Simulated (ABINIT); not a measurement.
An input for ABINIT 10.8.3 (CdS (Hawleyite)):

```
acell 3*1.0 Angstrom
rprim 
  -0.000000000000 2.916500000000 2.916500000000
  2.916500000000 -0.000000000000 2.916500000000
  2.916500000000 2.916500000000 -0.000000000000
ntypat 2
znucl 48 16
natom 2
typat 1 2
xred 
  0.000000000000 0.000000000000 0.000000000000
  0.250000000000 0.250000000000 0.250000000000
pp_dirpath "pseudos"
pseudos "Cd.upf, S.upf"
ecut 38
ngkpt 4 4 4
nshiftk 1
shiftk 0 0 0
kptopt 1
chksymbreak 0
iscf -2
irdden 1
istwfk *1
nband 101
nbdbuf 8
tolwfr 1e-09
nstep 60
prtvol 0
indata_prefix "in"
outdata_prefix "out"
tmpdata_prefix "tmp"
```

```sh
OMP_NUM_THREADS=1 mpirun -n 8 abinit run.abi > log
```

**Question.** Estimate wall time and host memory on 8 MPI ranks of AMD EPYC 7R43, shared host.

It took 32 s; on shared hardware allow 16 s to 64 s. Peak host memory was 0.65 GiB.

[Paths, hosts, dates, memory and timing lines, banners, echoed tables and standing remarks are left out of the program output.]

[Logs are printed without paths, hosts, clocks, repeated set-up lines and the standing remarks that a program may print on its own settings, such as how far it seeks lower states.]

[Runs of the session that timed out or met a known fault of the program may be left out.]

[Hosts, paths, dates, database ids (printed as entryN), source tags and the programs' standing remarks are cut or masked in the printed files.]

[G0W0 gaps are taken among the corrected bands and points alone; a level outside them can change the order at an edge.]

[Where Ansatz stands beside ABINIT at settings called matched, ABINIT's density can come from a denser mesh and the files from another edition; pairs whose starting gaps differed by over 0.03 eV were left out, so agreement reads better than it is.]
